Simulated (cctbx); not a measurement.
**Lattice, Laue class and space group of a new crystal**

Cell: a = 25.5790 Å, b = 4.2020 Å, c = 8.6740 Å, α = 90.00°, β = 90.00°, γ = 90.00°. Expected content of the cell: Pt8 Dy8 Tb4 Ge16 Co8 Si8.

The data are simulated with cctbx, not measured: synchrotron X-rays, λ = 0.6889 Å, to d = 0.6 Å, 95 % of the full sphere, strongest reflection 70000 counts, noise from counting, a 4 % proportional error and a noise floor of 15 counts (s.d.); no absorption, some extinction.

A first pass over the reflections prints:

```text
17074 reflections to d = 0.600 A
centring   violations  <I/sigma> of those
    A       4775 of  8616      7.9
    B       4642 of  8510      7.8
    C       4655 of  8542      7.9
    I       4758 of  8565      7.9
    R       6180 of 11385      7.7
    F       7036 of 12834      7.9
Laue class    unique    Rint  (classes that these axes allow; Friedel mates merged)
P -1             8967   0.036
P 1 2/m 1        4979   0.042
P 1 1 2/m        4728   0.043
P 2/m 1 1        4592   0.042
P m m m          2658   0.046
space group    extra absences  I>4sigma  <I/sigma>
P 2 2 2                 0          0         -  acentric
P 2 2 21               12          0       0.3  acentric
P 21 2 2               38          0       0.0  acentric
P 2 21 2                7          0       0.0  acentric
P 21 21 2              45          0       0.0  acentric
P 2 21 21              19          0       0.2  acentric
P 21 2 21              50          0       0.1  acentric
P 21 21 21             57          0       0.1  acentric
P m m 2                 0          0         -  acentric
P 2 m m                 0          0         -  acentric
P m 2 m                 0          0         -  acentric
P 21 m a              436          0       0.1  acentric
P m 2 a               436          0       0.1  acentric
P n m 21              152          0       0.1  acentric
P n 21 m              152          0       0.1  acentric
P n 21 a              588          0       0.1  acentric
P m m m                 0          0         -  centric
P m m a               436          0       0.1  centric
P n m m :1            152          0       0.1  centric
P n m m :2            152          0       0.1  centric
P n m a               588          0       0.1  centric
Wilson B = 0.30 A^2   <|E^2-1|> = 1.155 (0.968 centric, 0.736 acentric)   E^2>4: 4.4 %
shell (A)         n   <I/sigma>
25.60 - 1.20    391     21.6
 1.20 - 0.95    346     19.2
 0.95 - 0.83    327     18.4
 0.83 - 0.76    333     18.1
 0.76 - 0.70    309     18.1
 0.70 - 0.66    340     16.2
 0.66 - 0.63    315     14.2
 0.63 - 0.60    297     15.9
```

Q: Read the symmetry from these tables.

Every centring test has many violations, so the lattice is primitive.

Rint stays low (0.036 to 0.046) up to P m m m, the highest class in these axes.

21 settings pass the absence test. The most absences obeyed, 588, belong to P n 21 a and P n m a, which absences can't tell apart.

⟨|E²−1|⟩ = 1.155 is above even the centric ideal, a mark of pseudo-translation (a class of systematically weak reflections). The Wilson B of 0.30 Å² means U ≈ 0.0038 Å².

The true group is Pnma (no. 62), Laue class mmm, centrosymmetric. The tables only narrow the choice to the tied entries; cell content, site symmetry and trial solutions must settle it.

The model is made up (kin elements in a known structure type, no relaxation), so it says nothing on whether the phase exists.

[Logs are printed without paths, hosts, clocks, repeated set-up lines and the standing remarks that a program may print on its own settings, such as how far it seeks lower states.]
